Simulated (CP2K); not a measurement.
Consider isocyanooxirane at its PBE geometry (Å).

```xyz
8

C     2.5134    0.7182    0.1618
N     1.3345    0.6062    0.1461
C    -0.0671    0.5247    0.1119
C    -0.7298   -0.7404   -0.2554
O    -0.6927   -0.2769    1.1214
H    -0.5419    1.4874   -0.0900
H    -0.1045   -1.6116   -0.4628
H    -1.7121   -0.7075   -0.7330
```

Method: CP2K XAS_TDP, all-electron GAPW, PBEh(45%), aug-cc-pVDZ, TDA, GW2X-corrected core level, no relativity.

Question: Predict the bright core excitations at the N K edge.

Leading lines: N2 402.05 eV. The leading line of an atom is its first one with 35 % of the strongest within 2.5 eV of its lowest line over the strength cut. Core ionisation energies at this level: N2 407.05 eV.

The first six lines of each atom with a strength over 0.0015:

```csv
atom,energy (eV),states,"strength, one atom",above the computed threshold
N2 (bonded to 2 C),402.05,1,0.0340,
,402.11,1,0.0385,
,405.23,1,0.0020,
,405.89,1,0.0040,
,406.22,1,0.0021,
,406.69,1,0.0045,
```

Lines are vertical, at one geometry, with no vibrational structure. GW2X ionisation energies and lines can be off by 1 to 2 eV either way, and a good line position may hide errors that cancel. These values hold no scalar relativity, about 0.2 eV for N 1s. Rydberg lines, and the discretised continuum above threshold, depend on the basis and the box.

[Banner, clock and machine lines of the logs are left out without a mark of their own.]

[Logs are printed without paths, hosts, clocks, repeated set-up lines and the standing remarks that a program may print on its own settings, such as how far it seeks lower states.]

[Hosts, paths, dates, database ids (printed as entryN), source tags and the programs' standing remarks are cut or masked in the printed files.]
